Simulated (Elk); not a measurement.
# Optical conductivity and Kerr rotation of TiAu, part 2 of 2

Aim: the polar Kerr rotation of TiAu from the optical conductivity tensor.

Elk 11.2.3 (patched build); LDA (Perdew-Wang); all-electron APW+lo, Dirac cores, scalar-relativistic bands with second-variational spin-orbit coupling.

So far. Step 2 (Ground state with spin–orbit coupling): After 34 cycles the largest moment stands at 0.334 μB.

**4. Optics with a broadening of 0.20 eV**

The broadening stands for the lifetime of the excited states; it lowers and widens the peaks.

elk.in reads:

```
tasks
  121
  122

xctype
  3

rgkmax
  8.5

nempty
  14

swidth
  0.0075

reducebf
  0.5

epsengy
  1e-05

maxscl
  100

lmaxi
  3

stype
  0

nrmtscf
  0.5

spinpol
  .true.

spinorb
  .true.

cmagz
  .true.

intraband
  .true.

sppath
  './'

avec
  4.84969653850 -1.29947227103 3.55022426747
  -1.29947227103 4.84969653850 3.55022426747
  -3.55022426747 -3.55022426747 3.55022426747

atoms
  2
  'Ti.in'
  1
  0.5000000000 0.5000000000 0.5000000000   0.000000 0.000000 -0.000030
  'Au.in'
  1
  0.0000000000 0.0000000000 0.0000000000   0.000000 0.000000 0.000000

ngridk
  12 12 12

wplot
  240 100 0
  0.00000 0.30000

optcomp
  1 1
  1 2
  3 3
```

Started as:

```sh
$ OMP_NUM_THREADS=2 elk
```

Output:

```text
┌─────────────────────────────────┐
│ Elk code version 11.2.3 started │
└─────────────────────────────────┘

┌────────────────────┐
│ Current task : 121 │
└────────────────────┘

Info(findsymcrys): atomic basis shift (lattice) :
  0.5000000000      0.5000000000      0.5000000000
See GEOMETRY.OUT for new atomic positions

Info(dielectric):
 dielectric tensor written to EPSILON_ij.OUT
 optical conductivity written to SIGMA_ij.OUT
 plasma frequency written to PLASMA_ij.OUT
 for components
  i = 1, j = 1
  i = 1, j = 2
  i = 3, j = 3

┌────────────────────┐
│ Current task : 122 │
└────────────────────┘

Warning(chksvso): spin-orbit splittings by the second variation are low [figures from our tests cut]: local-orbitals by j (lorbdm 7 and 8, zora) mend levels alone

Info(dielectric):
 dielectric tensor written to EPSILON_ij.OUT
 optical conductivity written to SIGMA_ij.OUT
 plasma frequency written to PLASMA_ij.OUT
 for components
  i = 1, j = 1
  i = 1, j = 2

Info(moke):
 complex Kerr angle in degrees written to KERR.OUT

┌──────────────────┐
│ Elk code stopped │
└──────────────────┘
```

Run time: 85 s. Hardware: 2 threads of Arm Neoverse V1, shared host; peak memory 0.05 GiB; 2.8 min of CPU time.

Intraband term included. Table of polar Kerr angle by photon energy; values in degrees:

```tsv
photon energy (eV)	rotation	ellipticity
0.0	0	0
0.5	0.0730	-0.0813
1.0	0.0507	0.0654
1.5	0.0115	0.0527
2.0	-0.0220	-0.0282
2.5	0.139	-0.0420
3.0	0.126	-0.0181
3.5	0.114	0.150
4.0	0.0221	0.175
4.5	0.00531	0.0593
5.0	-0.184	0.101
5.5	-0.127	-0.0588
6.0	-0.201	-0.00901
6.5	-0.0863	-0.402
7.0	0.176	-0.329
7.5	0.245	-0.0319
8.0	0.340	0.117
```

Intraband term included. Optical conductivity against photon energy:

```tsv
photon energy (eV)	Re sigma xx (S/cm)	Im sigma xx (S/cm)	Re sigma xy (S/cm)	Im sigma xy (S/cm)	Re sigma zz (S/cm)	Im sigma zz (S/cm)
0.0	14974	0	-51.3	0	15020	0
0.5	5983	4127	-95.2	-108	5995	4145
1.0	4120	2789	36.8	-23.3	4118	2796
1.5	3214	1041	10.9	-6.86	3211	1047
2.0	3370	547	-2.42	7.16	3376	548
2.5	3788	-173	-30.1	-12.0	3784	-169
3.0	3444	-252	-20.1	-10.3	3443	-251
3.5	3723	-1609	-20.2	-34.7	3721	-1603
4.0	5293	-2771	-6.33	-62.4	5289	-2770
4.5	8013	-2032	9.19	-30.8	8001	-2037
5.0	8524	-289	109	21.5	8523	-299
5.5	9595	2111	5.70	86.6	9581	2094
6.0	8010	4514	1.13	107	8017	4522
6.5	6228	4456	-157	18.0	6223	4459
7.0	4944	4950	-79.8	-87.5	4944	4951
7.5	3907	4334	15.4	-54.6	3908	4339
8.0	3443	3825	43.2	-49.1	3441	3826
```

**5. Optics with a broadening of 0.11 eV**

The broadening stands for the lifetime of the excited states; it lowers and widens the peaks.

elk.in, as its differences from that of step 4:

```diff
@@ -14,3 +14,3 @@
 swidth
-  0.0075
+  0.004
```

Started as:

```sh
$ OMP_NUM_THREADS=2 elk
```

Output:

```text
┌─────────────────────────────────┐
│ Elk code version 11.2.3 started │
└─────────────────────────────────┘

┌────────────────────┐
│ Current task : 121 │
└────────────────────┘

Info(findsymcrys): atomic basis shift (lattice) :
  0.5000000000      0.5000000000      0.5000000000
See GEOMETRY.OUT for new atomic positions

Info(dielectric):
 dielectric tensor written to EPSILON_ij.OUT
 optical conductivity written to SIGMA_ij.OUT
 plasma frequency written to PLASMA_ij.OUT
 for components
  i = 1, j = 1
  i = 1, j = 2
  i = 3, j = 3

┌────────────────────┐
│ Current task : 122 │
└────────────────────┘

Warning(chksvso): spin-orbit splittings by the second variation are low [figures from our tests cut]: local-orbitals by j (lorbdm 7 and 8, zora) mend levels alone

Info(dielectric):
 dielectric tensor written to EPSILON_ij.OUT
 optical conductivity written to SIGMA_ij.OUT
 plasma frequency written to PLASMA_ij.OUT
 for components
  i = 1, j = 1
  i = 1, j = 2

Info(moke):
 complex Kerr angle in degrees written to KERR.OUT

┌──────────────────┐
│ Elk code stopped │
└──────────────────┘
```

It took 85 s on 2 threads; peak memory 0.05 GiB; 2.8 min of CPU time.

Intraband term included. Polar Kerr angle against photon energy; values in degrees:

```tsv
photon energy (eV)	rotation	ellipticity
0.0	0	0
0.2	-0.00833	-0.00800
0.4	-0.00510	-0.160
0.6	0.114	-0.0601
0.8	0.257	0.00254
1.0	-0.0354	0.103
1.2	0.163	0.0428
1.4	-0.0149	0.0581
1.6	-0.0303	0.0854
1.8	-0.0822	0.0395
2.0	-0.0143	-0.0305
2.2	-0.0852	-0.112
2.4	0.191	-0.218
2.6	0.101	0.0605
2.8	0.110	-0.0402
3.0	0.0938	-0.0155
3.2	0.245	0.0195
3.4	0.149	0.250
3.6	0.120	0.233
3.8	0.0786	0.117
4.0	0.0839	0.169
4.2	-0.278	0.202
4.4	-0.0381	-0.0274
4.6	0.0831	0.119
4.8	-0.0285	0.237
5.0	-0.340	0.0812
5.2	-0.0708	0.0247
5.4	-0.308	-0.0865
5.6	0.0112	-0.0656
5.8	-0.0859	0.0251
6.0	-0.228	0.0183
6.2	-0.378	0.0142
6.4	-0.380	-0.551
6.6	0.112	-0.384
6.8	0.0296	-0.329
7.0	0.180	-0.455
7.2	0.366	-0.181
7.4	0.394	-0.0434
7.6	0.101	-0.0682
7.8	0.250	0.0424
8.0	0.513	0.124
```

**6. Another try**

A slip in the input shows what the program catches and what it lets pass.

elk.in reads:

```
tasks
  0

xctype
  3

rgkmax
  high

nempty
  14

swidth
  0.002

reducebf
  0.5

epsengy
  1e-05

maxscl
  100

lmaxi
  3

stype
  0

nrmtscf
  0.5

spinpol
  .true.

spinorb
  .true.

cmagz
  .true.

sppath
  './'

avec
  4.84969653850 -1.29947227103 3.55022426747
  -1.29947227103 4.84969653850 3.55022426747
  -3.55022426747 -3.55022426747 3.55022426747

atoms
  2
  'Ti.in'
  1
  0.5000000000 0.5000000000 0.5000000000   0.000000 0.000000 -0.030000
  'Au.in'
  1
  0.0000000000 0.0000000000 0.0000000000   0.000000 0.000000 0.000000

ngridk
  8 8 8
```

Started as:

```sh
$ OMP_NUM_THREADS=2 elk
```

Output:

```text
┌─────────────────────────────────┐
│ Elk code version 11.2.3 started │
└─────────────────────────────────┘

Error(readinput): error reading from elk.in
Problem occurred in 'rgkmax' block
Check input convention in manual
```

Run time: 0.01 s. Hardware: 2 threads; peak memory 0.05 GiB.

The program refused the input before any cycle.

The program's message: “Error(readinput): error reading from elk.in”

The fault put into the input: a word for a number.

The value must be typed in digits.

**7. The strongest peak**

The largest local extreme of the rotation above 0.5 eV, for majority spin along +z:

```tsv
broadening (eV)	energy (eV)	rotation (°)	ellipticity (°)	rotation at 1.96 eV (°)
0.20	7.99	0.341	0.109	-0.024
0.11	6.29	-0.525	-0.209	-0.026
```

**8. Outcome**

- net spin moment: 0.471 μB a cell
- strongest peak above 0.5 eV: 0.34° at 8.0 eV
- rotation at 1.96 eV: -0.024°

What this shows: Above 0.5 eV the rotation peaks at 7.99 eV, with 0.34° for majority spin along +z at a broadening of 0.20 eV. The run's majority spin points along +z; the magnetisation points the other way, and the angle changes sign with it. The intraband term is included. Which peak is strongest changes with the broadening. These are independent-particle spectra on a 12×12×12 mesh, not shown converged. The smearing is not Fermi–Dirac, so its width is no temperature.

[Logs and program files are shortened in this print: banners, set-up blocks, solver, clock and traceback lines can be left out without a mark of their own.]

[Logs are printed without paths, hosts, clocks, repeated set-up lines and the standing remarks that a program may print on its own settings, such as how far it seeks lower states.]

[Hosts, paths, dates, database ids (printed as entryN), source tags and the programs' standing remarks are cut or masked in the printed files.]

[Where a cell is said to come from a database of computed structures, the database is the Materials Project.]
